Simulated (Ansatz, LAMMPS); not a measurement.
## Electronic structure of Li+ BF4- in gamma-butyrolactone and acetonitrile and diethyl carbonate at 360 K (102 atoms)

Wanted: forces, charges and levels of Li+ BF4- in gamma-butyrolactone and acetonitrile and diethyl carbonate at 360 K (102 atoms).

Method: Kohn-Sham DFT, r2SCAN+D3(BJ), PAW (set soft_2), plane waves, in Ansatz 0.2.0.

### 1. The starting structure

The cell holds 102 atoms: 30 C, 12 O, 50 H, 4 N, 1 B, 4 F and 1 Li. Cell: a = 10.567 Å, b = 10.567 Å, c = 10.567 Å, α = 90.0°, β = 90.0°, γ = 90.0°. 3 gamma-butyrolactone, 4 acetonitrile, 2 diethyl carbonate, 1 Li+, 1 BF4- placed at random, at 1.06 g/cm³; overlaps pushed apart, then 10 ps at 550 K with stiff harmonic cages for PF6 and BF4 with UFF radii; Joung-Cheatham ions (J. Phys. Chem. B 112, 9020 (2008)); MMFF94 bonds, angles, torsions, charges and radii (Halgren, J. Comput. Chem. 17, 490 (1996)) in harmonic and 12-6 forms; charges of ions scaled by 0.8. Snapshot after 30 ps at 360 K and fixed volume.

Limits known from the start: The network of contacts between molecules at the start is that of the classical potential that made the cell, and needn't be the one that DFT or experiment would give. The density was typed from a rule of thumb and may lie off the real one at this temperature. Only the Γ point is sampled, in a cell whose shortest periodic width is 11 Å.

### 2. The classical run that made the cell

A classical potential makes the cell, at a small fraction of what the same run would cost in DFT.

This step: classical MD, stiff harmonic cages for PF6 and BF4 with UFF radii; Joung-Cheatham ions (J. Phys. Chem. B 112, 9020 (2008)); MMFF94 bonds, angles, torsions, charges and radii (Halgren, J. Comput. Chem. 17, 490 (1996)) in harmonic and 12-6 forms; charges of ions scaled by 0.8 (LAMMPS 22 Jul 2025 - Update 4).

in.lmp reads:

```
# Li+ BF4- in gamma-butyrolactone and acetonitrile and diethyl carbonate
units real
atom_style full
boundary p p p
bond_style harmonic
angle_style harmonic
dihedral_style opls
improper_style harmonic
special_bonds lj 0 0 0.5 coul 0 0 0.75
read_data data.lmp
neigh_modify delay 0 every 1 check yes one 4000
comm_modify cutoff 12.0
timestep 0.5
thermo_style custom step time temp pe press density
thermo_modify norm yes
# push overlapping molecules apart
pair_style soft 2.6
pair_coeff * * 0.0
variable a equal ramp(1,60)
fix ad all adapt 1 pair soft a * * v_a
velocity all create 550 812181 mom yes dist gaussian
fix lim all nve/limit 0.03
fix lan all langevin 550 550 50 812182 zero yes
thermo 1000
run 3000 post no
unfix ad
pair_style lj/cut/coul/long 9.0
pair_modify mix arithmetic tail yes
pair_coeff 1 1 0.0678 3.3680   # C
pair_coeff 2 2 0.0763 3.0430   # O
pair_coeff 3 3 0.0678 3.4070   # C
pair_coeff 4 4 0.0763 2.9870   # O
pair_coeff 5 5 0.0216 2.5400   # H
pair_coeff 6 6 0.0678 3.5530   # C
# [... 22 lines left out ...]
compute msd all msd com yes
thermo 7500
fix md all nvt temp 360 360 100
run 30000 post no
print "== T360: mean square displacement over the hold $(c_msd[4]:%.2f) A^2"
unfix md
uncompute msd
write_dump all custom T360.dump id type xs ys zs modify sort id
```

On the command line:

```sh
$ lmp -in in.lmp -log none -nocite
```

Numbers of over 12 decimals in the logs are rounded to 6 here.

Log:

```text
LAMMPS (22 Jul 2025 - Update 4)
Reading data file ...
  orthogonal box = (0 0 0) to (10.56699 10.56699 10.56699)
  102 atoms
  orthogonal box = (0 0 0) to (10.56699 10.56699 10.56699)
  100 bonds
  152 angles
  140 dihedrals
  5 impropers
WARNING: Bond/angle/dihedral extent > half of periodic box length
   Step          Time           Temp          PotEng         Press         Density
         0   0              550            0.074882483    3564.4847      1.0589993
      1000   500            558.37781      1.219296       22813.124      1.0589993
      2000   1000           499.22524      1.3206745      23411.729      1.0589993
      3000   1500           462.10274      1.323852       23467.915      1.0589993
WARNING: Bond/angle/dihedral extent > half of periodic box length
Loop time of 0.230193 s on 1 MPI rank(s) for 3000 steps with 102 atoms
PPPM initialization ...
  G vector (1/distance) = 0.29201704
  grid = 6 6 6
[... 31 lines left out ...]
Loop time of 4.21639 s on 1 MPI rank(s) for 10000 steps with 102 atoms
WARNING: Bond/angle/dihedral extent > half of periodic box length
   Step          Time           Temp          PotEng         Press         Density
[... 4 lines left out ...]
WARNING: Bond/angle/dihedral extent > half of periodic box length
Loop time of 2.0657 s on 1 MPI rank(s) for 5000 steps with 102 atoms
WARNING: Bond/angle/dihedral extent > half of periodic box length
   Step          Time           Temp          PotEng         Press         Density
[... 2 lines left out ...]
     30000   29000          389.86087     -2.410614       10873.298      1.0589993
     37500   36500          375.74618     -2.3994711     -900.76676      1.0589993
     45000   44000          388.26774     -2.4514685      11839.371      1.0589993
     47000   46000          319.30443     -2.3770398      4470.1094      1.0589993
WARNING: Bond/angle/dihedral extent > half of periodic box length
Loop time of 12.2227 s on 1 MPI rank(s) for 30000 steps with 102 atoms
== T360: mean square displacement over the hold 9.31 A^2
```

Elapsed: 20 s, on 1 thread of Arm Neoverse V1, shared host; peak memory 0.12 GiB.

The input also reads data.lmp (atoms, bonds and types; not printed here).

### 3. Plane-wave single point

One self-consistent run at the given positions yields energy and forces.

input.yaml reads:

```yaml
crystal:
  lattice:
    - [10.56699, 0.0, 0.0]
    - [0.0, 10.56699, 0.0]
    - [0.0, 0.0, 10.56699]
  atoms:
    - { symbol: C, position: [0.16329, 0.06818, 0.6605] }
    - { symbol: C, position: [0.08836, 0.04484, 0.78136] }
    - { symbol: O, position: [0.95878, 0.09373, 0.76828] }
    - { symbol: C, position: [0.90542, 0.10123, 0.88579] }
    - { symbol: O, position: [0.96462, 0.08234, 0.98235] }
    - { symbol: O, position: [0.78801, 0.14658, 0.87319] }
    - { symbol: C, position: [0.74138, 0.19951, 0.98708] }
    - { symbol: C, position: [0.61076, 0.24746, 0.95907] }
    - { symbol: H, position: [0.12293, 0.99806, 0.59997] }
    - { symbol: H, position: [0.26023, 0.04759, 0.67628] }
    - { symbol: H, position: [0.15864, 0.16588, 0.62003] }
    - { symbol: H, position: [0.14394, 0.09635, 0.85709] }
    - { symbol: H, position: [0.07775, 0.9438, 0.79683] }
    - { symbol: H, position: [0.74534, 0.13244, 0.06379] }
    - { symbol: H, position: [0.80033, 0.2723, 0.02482] }
    - { symbol: H, position: [0.58595, 0.33137, 0.01271] }
    - { symbol: H, position: [0.55151, 0.17099, 0.98132] }
    - { symbol: H, position: [0.60606, 0.27302, 0.86519] }
    - { symbol: C, position: [0.80231, 0.79331, 0.9535] }
    - { symbol: C, position: [0.84567, 0.73382, 0.82865] }
    - { symbol: O, position: [0.79873, 0.60838, 0.80279] }
    - { symbol: C, position: [0.67911, 0.612, 0.76725] }
    - { symbol: O, position: [0.61674, 0.70679, 0.77452] }
    - { symbol: O, position: [0.63644, 0.49196, 0.74622] }
    - { symbol: C, position: [0.50086, 0.49835, 0.70765] }
    - { symbol: C, position: [0.49364, 0.37548, 0.63315] }
    - { symbol: H, position: [0.87382, 0.86239, 0.98902] }
    - { symbol: H, position: [0.78521, 0.72089, 0.02076] }
    - { symbol: H, position: [0.71334, 0.83821, 0.93773] }
    - { symbol: H, position: [0.94706, 0.72753, 0.82974] }
    - { symbol: H, position: [0.84045, 0.80102, 0.75555] }
    - { symbol: H, position: [0.43412, 0.50002, 0.79051] }
    - { symbol: H, position: [0.48119, 0.57626, 0.65071] }
    - { symbol: H, position: [0.54887, 0.3929, 0.55308] }
    - { symbol: H, position: [0.39434, 0.35216, 0.60164] }
    - { symbol: H, position: [0.53623, 0.29387, 0.6853] }
    - { symbol: O, position: [0.02208, 0.17215, 0.26835] }
    - { symbol: C, position: [0.94565, 0.23644, 0.32351] }
    - { symbol: C, position: [0.97804, 0.3587, 0.38015] }
    - { symbol: C, position: [0.88836, 0.37314, 0.48656] }
    - { symbol: C, position: [0.78039, 0.29615, 0.44489] }
    - { symbol: O, position: [0.83443, 0.19508, 0.37072] }
    - { symbol: H, position: [0.07337, 0.36127, 0.40615] }
    - { symbol: H, position: [0.94595, 0.43456, 0.31964] }
    - { symbol: H, position: [0.93578, 0.32871, 0.56894] }
    - { symbol: H, position: [0.86999, 0.46803, 0.52661] }
    - { symbol: H, position: [0.73747, 0.24558, 0.5243] }
    - { symbol: H, position: [0.71002, 0.33413, 0.37958] }
    - { symbol: O, position: [0.335, 0.3836, 0.98458] }
    - { symbol: C, position: [0.22359, 0.38768, 0.95551] }
    - { symbol: C, position: [0.12106, 0.46707, 0.02097] }
    - { symbol: C, position: [0.00567, 0.41686, 0.95892] }
    - { symbol: C, position: [0.05468, 0.41226, 0.82019] }
    - { symbol: O, position: [0.1825, 0.36439, 0.83139] }
    - { symbol: H, position: [0.12216, 0.44882, 0.12493] }
    - { symbol: H, position: [0.12773, 0.564, 0.984] }
    - { symbol: H, position: [0.00463, 0.31555, 0.98961] }
    - { symbol: H, position: [0.91981, 0.47136, 0.97637] }
    - { symbol: H, position: [0.99923, 0.34361, 0.76656] }
    - { symbol: H, position: [0.04731, 0.50672, 0.77004] }
    - { symbol: O, position: [0.6207, 0.86577, 0.28] }
    - { symbol: C, position: [0.69028, 0.88389, 0.36974] }
    - { symbol: C, position: [0.79776, 0.79054, 0.40142] }
    - { symbol: C, position: [0.86786, 0.85733, 0.50294] }
    - { symbol: C, position: [0.77465, 0.95311, 0.55481] }
    - { symbol: O, position: [0.67283, 0.97009, 0.46288] }
    - { symbol: H, position: [0.75633, 0.69809, 0.43917] }
    - { symbol: H, position: [0.8652, 0.76092, 0.33013] }
    - { symbol: H, position: [0.89904, 0.7855, 0.57786] }
    - { symbol: H, position: [0.95327, 0.9029, 0.46683] }
    - { symbol: H, position: [0.74751, 0.93954, 0.6565] }
    - { symbol: H, position: [0.81186, 0.05295, 0.5501] }
    - { symbol: C, position: [0.44897, 0.17206, 0.29664] }
    - { symbol: C, position: [0.3505, 0.14468, 0.20341] }
    - { symbol: "N", position: [0.25928, 0.13519, 0.1385] }
    - { symbol: H, position: [0.43538, 0.12073, 0.38793] }
    - { symbol: H, position: [0.44709, 0.26902, 0.3227] }
    - { symbol: H, position: [0.54241, 0.15193, 0.24934] }
    [... 18 atom lines left out ...]
    - { symbol: B, position: [0.085, 0.82971, 0.17297] }
    - { symbol: F, position: [0.057, 0.70252, 0.16847] }
    - { symbol: F, position: [0.16445, 0.85849, 0.27127] }
    - { symbol: F, position: [0.98202, 0.91018, 0.19586] }
    - { symbol: F, position: [0.1599, 0.87404, 0.06908] }
    - { symbol: Li, position: [0.06675, 0.07117, 0.12974] }
kpoints:
  mp_grid: { grid: [1, 1, 1] }
hamiltonian:
  xc: r2scan
  dispersion: d3bj
scf:
  occupations: { method: fixed }
output:
  forces: true
  stress: true
  populations: true
  dos:
    method: { smearing: { sigma: 0.08 } }
    de: 0.1
    projected: { site_lists: { B: [B], C: [C], F: [F], H: [H], Li: [Li] } }
  eigenvalues: true
  write_density: true
  write_potential: true
  volumetric_format: npy
```

On the command line:

```sh
$ ansatz run input.yaml --threads 8 --pin off --max-ram 15872MiB --backend cpu --events-out ev --progress --plain --runs-dir out
```

Log:

```text
Warning: the engine holds no damping parameters fitted to this dispersion correction and functional, so the run takes those fitted to r2scan beside the three-body term, which d3bj leaves out (hamiltonian.dispersion, under Limitations)
Engine: ansatz 0.2.0, aarch64-unknown-linux-gnu
Pseudopotentials: kind: paw
Pseudopotential: C, paw, valence charge 4, recommended cutoff 500 eV (meta_gga), C.paw.azcp
Pseudopotential: O, paw, valence charge 6, recommended cutoff 500 eV (meta_gga), O.paw.azcp
Pseudopotential: H, paw, valence charge 1, recommended cutoff 500 eV (meta_gga), H.paw.azcp
Pseudopotential: N, paw, valence charge 5, recommended cutoff 500 eV (meta_gga), N.paw.azcp
Pseudopotential: B, paw, valence charge 3, recommended cutoff 500 eV (meta_gga), B.paw.azcp
Pseudopotential: F, paw, valence charge 7, recommended cutoff 500 eV (meta_gga), F.paw.azcp
Pseudopotential: Li, paw, valence charge 3, recommended cutoff 500 eV (meta_gga), Li.paw.azcp
Functional definition: r2SCAN
  parameter k0 = 0.174
  parameter k1 = 0.065
  parameter a1 = 4.9479
  exchange = r2scan_x(k0 = k0, k1 = k1, a1 = a1)
  correlation = r2scan_c
Crystal: 102 atoms, lattice volume = 1179.924 Å³
Basis set: ecut = 500 eV, 30047 PW (Γ), exchange–correlation on 320×320×320 points (64 copies of the dense FFT grid, shifted against one another)
Bands: 250, of which v1, the nominal top of the filled ones, is band 148 counted from 1 (147 counted from 0)
Symmetry: 1 space group operations
Space group: P1 (ITA 1), of the structure as read, at distance tolerance 1.1e-4 Å
k-points: 1
Non-local potential: C, projectors of the file, l = 0: 2, l = 1: 2, l = 2: 1
Non-local potential: O, projectors of the file, l = 0: 2, l = 1: 2, l = 2: 1
Non-local potential: H, projectors of the file, l = 0: 2, l = 1: 1
Non-local potential: N, projectors of the file, l = 0: 2, l = 1: 2, l = 2: 1
Non-local potential: B, projectors of the file, l = 0: 2, l = 1: 2, l = 2: 1
Non-local potential: F, projectors of the file, l = 0: 2, l = 1: 2, l = 2: 1
Non-local potential: Li, projectors of the file, l = 0: 3, l = 1: 2, l = 2: 1
PAW form: soft (Blöchl's): semilocal exchange-correlation on the pseudo side does not see the compensation charge
PAW frozen core: C, regenerated for the run's functional (the file was generated under x = pbe(κ = 0.804, μ = 0.219515), c = pbe(β = 0.066725))
PAW frozen core: O, regenerated for the run's functional (the file was generated under x = pbe(κ = 0.804, μ = 0.219515), c = pbe(β = 0.066725))
PAW frozen core: N, regenerated for the run's functional (the file was generated under x = pbe(κ = 0.804, μ = 0.219515), c = pbe(β = 0.066725))
PAW frozen core: B, regenerated for the run's functional (the file was generated under x = pbe(κ = 0.804, μ = 0.219515), c = pbe(β = 0.066725))
PAW frozen core: F, regenerated for the run's functional (the file was generated under x = pbe(κ = 0.804, μ = 0.219515), c = pbe(β = 0.066725))
PAW one-centre angular grid: C, 302 points (default); XC on 239 of its mesh's 2573 points in the sphere
PAW one-centre angular grid: O, 302 points (default); XC on 160 Gauss nodes
PAW one-centre angular grid: H, 302 points (default); XC on 160 Gauss nodes
PAW one-centre angular grid: N, 302 points (default); XC on 160 Gauss nodes
PAW one-centre angular grid: B, 302 points (default); XC on 160 Gauss nodes
PAW one-centre angular grid: F, 302 points (default); XC on 160 Gauss nodes
PAW one-centre angular grid: Li, 302 points (default); XC on 327 of its mesh's 2665 points in the sphere
Initial density: superposition of atomic densities (neutral atoms: chi_scale 0, normalization atom), corrected by the library's trained network
Initial wavefunctions: pseudopotential atomic-orbital guess
Functional: x = r2scan, c = r2scan; τ floored in thin density (d = 2e-4 eV/Å³)
SCF iter   1: F=—  HF=-20314.822984 eV  |F-HF|=—  |Δ(HF+E_count)|=         —  Δρ=8.64e-3  dr2=9.25e-1  dr2_τ=8.98e0  ethr=1.77e-3  ⟨swp⟩=5.0  Hψ=880  notcnv=0  defer=100
preconditioner: auto → Resta (q_TF=auto, 2.167 Å⁻¹)  ε∞=2.3  [insulator: Δε(μ)=5.087 eV  Ē_g=15.611 eV  n_scr=202 (ndim 8)  ℏωp=17.7 eV  f_vac=0.274  ε∞_Penn≈2.3]
SCF iter   2: F=—  HF=-20313.923175 eV  |F-HF|=—  |Δ(HF+E_count)|=   9.00e-1  Δρ=4.69e-3  dr2=1.54e-1  dr2_τ=3.80e-2  ethr=3.13e-4  ⟨swp⟩=3.0  Hψ=436  notcnv=0  defer=100
SCF iter   3: F=—  HF=-20313.901743 eV  |F-HF|=—  |Δ(HF+E_count)|=   2.14e-2  Δρ=2.03e-3  dr2=4.41e-2  dr2_τ=5.03e-3  ethr=5.21e-5  ⟨swp⟩=3.0  Hψ=297  notcnv=0  defer=100
SCF iter   4: F=—  HF=-20313.898261 eV  |F-HF|=—  |Δ(HF+E_count)|=   3.48e-3  Δρ=6.67e-4  dr2=6.78e-3  dr2_τ=9.26e-4  ethr=1.49e-5  ⟨swp⟩=3.0  Hψ=289  notcnv=0  defer=100
SCF iter   5: F=—  HF=-20313.899146 eV  |F-HF|=—  |Δ(HF+E_count)|=   8.85e-4  Δρ=2.91e-4  dr2=1.36e-3  dr2_τ=1.54e-4  ethr=2.29e-6  ⟨swp⟩=2.0  Hψ=418  notcnv=0  defer=100
SCF iter   6: F=—  HF=-20313.899760 eV  |F-HF|=—  |Δ(HF+E_count)|=   6.14e-4  Δρ=1.43e-4  dr2=2.88e-4  dr2_τ=3.48e-5  ethr=4.59e-7  ⟨swp⟩=2.0  Hψ=285  notcnv=0  defer=100
SCF iter   7: F=—  HF=-20313.899962 eV  |F-HF|=—  |Δ(HF+E_count)|=   2.02e-4  Δρ=6.99e-5  dr2=5.84e-5  dr2_τ=8.33e-6  ethr=9.74e-8  ⟨swp⟩=2.0  Hψ=293  notcnv=0  defer=100
SCF iter   8: F=—  HF=-20313.900034 eV  |F-HF|=—  |Δ(HF+E_count)|=   7.17e-5  Δρ=2.00e-5  dr2=4.66e-6  dr2_τ=5.40e-7  ethr=1.97e-8  ⟨swp⟩=2.0  Hψ=295  notcnv=0  defer=100
SCF iter   9: F=—  HF=-20313.900045 eV  |F-HF|=—  |Δ(HF+E_count)|=   1.07e-5  Δρ=9.19e-6  dr2=1.11e-6  dr2_τ=1.36e-7  ethr=1.57e-9  ⟨swp⟩=2.0  Hψ=291  notcnv=0  defer=100
SCF iter  10: F=—  HF=-20313.900046 eV  |F-HF|=—  |Δ(HF+E_count)|=   1.84e-6  Δρ=4.08e-6  dr2=2.36e-7  dr2_τ=2.66e-8  ethr=3.76e-10  ⟨swp⟩=2.0  Hψ=298  notcnv=0  defer=100
SCF iter  11: F=-20313.900047 eV  HF=-20313.900047 eV  |F-HF|=1.05e-7  |Δ(HF+E_count)|=   4.32e-7  Δρ=1.53e-6  dr2=3.65e-8  dr2_τ=4.07e-9  ethr=3.38e-11  ⟨swp⟩=24.0  Hψ=2658  notcnv=0
SCF 1 converged in 11 iterations: F = -20313.900047 eV  dr2 = 3.65e-8
  greatest PAW one-centre occupation: 0.999 electrons in one spin orbital (limit 2), on the Li atom at site 101 (counted from 0), in its partial waves of l = 0
WARN: The input density's exchange-correlation potential varies sharply where the density is thin. Do not read a vacuum level from v_tot or v_xc, or from such a field of the output density. On a cell that repeats whose density bears no net charge and no dipole along the vacuum's axis use v_es (v_loc + v_h of the components); [...]
SCF converged after 11 iterations
Free energy (F): -20313.900047 eV
Harris-Foulkes:  -20313.900047 eV  (|F-HF|=1.05e-7)
Internal energy: -20313.900047 eV  (E = F + TS)
E sigma→0 (E₀):  -20313.900047 eV
Fermi energy:    -1.764831 eV
--- Per-component energies (eV) ---
  E_band       = -2836.334573
  E_kinetic    = 6943.154510
  E_local      = -25662.570119  (includes V_loc(G=0)·N_el)
  E_nonlocal   = 1921.137546
  E_hartree    = 9721.365397
  E_xc         = -3324.292755
  E_vxc        = -4715.407567  (∫ρ·V_xc dr)
  E_paw        = -6408.610581  (= ΣΔE_a)
  E_vpaw       = -1064.259073  (= ΣTr[D̂ρ^β])
  E_aug_tail   = -0.007909  (compensation charges beyond the density's cutoff)
  E_vtau       = 298.895130  (kinetic-family band-sum trace: ∫τ·v_τ [+ j·A + Jᵃ·Aᵃ] dr)
  E_ewald      = -3500.310792
  E_disp       = -2.376573  (pairwise vdW)
  E_core_change = -1.388770  (= ΣΔE_core)
  E_smearing   = -0.000000  (= −TS)
  E_closure    = -0.000000  (closes the sum)
  Σ components = -20313.900047   (vs F -20313.900047, Δ=0.00e0)
--- Forces (eV/Å), atoms counted from 1 ---
  atom   1  C     -1.66690413     0.45942911    -0.11752405
  atom   2  C      1.54645930     1.43735568     0.06351554
  atom   3  O      0.18938984    -0.30076505     1.49468275
  atom   4  C      0.57882985     0.98783327    -1.55761182
  atom   5  O     -0.93096161     0.08383067     0.02307001
  atom   6  O      1.56085154    -0.76699950    -0.10092205
  atom   7  C     -0.77406553     0.66366294     1.22182794
  atom   8  C      0.86411970    -0.00754685     1.93104511
  atom   9  H      0.20837342    -0.13270560    -1.40249606
  atom  10  H      0.91645491    -0.35897231     0.23752076
  atom  11  H     -0.27897776    -0.82580567     0.50798397
  atom  12  H     -1.28316256    -0.84120241    -0.38056337
  atom  13  H      0.40148616     0.02005107     0.41002580
  atom  14  H     -0.33459591    -0.83775911     0.08409878
[...]
atom 101  F     -1.32958883    -0.30910085    -0.82926679
  atom 102  Li     0.25385131    -0.46101345     0.03094804
  max |Σ_I F_I| component: 4.00e-5 eV/Å
--- Stress (GPa, compression-positive) ---
        0.127908       0.484748      -0.266185
        0.484748      -0.471859       0.368714
       -0.266186       0.368714       0.381722
  P = ⅓ Tr σ = 0.0126 GPa (0.126 kbar)
--- Band table (eV) ---
  k-point 0: bands = ["-45.8567", "-26.5554", "-25.9729", "-25.7142", [... 234 levels ...], "10.5289", "10.6384", "10.6664", "10.7284", "10.7688", "10.8523", "10.9117", "11.0331", "11.0755", "11.1169", "11.1420", "11.2552"]
--- Löwdin populations: 102 sites ---
  site symbol       q [e]
     0      C      4.4578
     1      C      4.0238
     2      O      6.3080
[...]
101     Li      2.2291
  spilling = 0.013146 (of n_electrons = 296.000000)
```

Wall time 30 s (8 threads of Arm Neoverse V1, shared host); peak memory 3 GiB.

Reading the cycles: dr2 is the Hartree energy of the density residual (eV), the measure of convergence; HF is the Harris–Foulkes estimate of the energy, which meets the free energy F at convergence.

The program notes that the exchange-correlation potential is rough where the density is thin. Further notices: dispersion damping borrowed.

Numbers from this run:

* free energy: -20313.9000 eV
* free energy per atom: -199.1559 eV/atom
* SCF cycles: 11
* pressure: 0.01259 GPa
* r.m.s. force component: 0.9367 eV/Å
* longest force: 3.833 eV/Å
* Fermi energy: -1.765 eV
* gap (highest filled to lowest empty level): 4.788 eV
* spilling of the projection: 0.01315

(Continued in part 2 of 2.)

[Logs are printed without paths, hosts, clocks, repeated set-up lines and the standing remarks that a program may print on its own settings, such as how far it seeks lower states.]

[Hosts, paths, dates, database ids (printed as entryN), source tags and the programs' standing remarks are cut or masked in the printed files.]

[The MMFF94 radii named for the starting cell were scaled by 0.96; in molecules described by MMFF94, hydrogen bound to N, O or S took a small fixed 12-6 site in their place.]
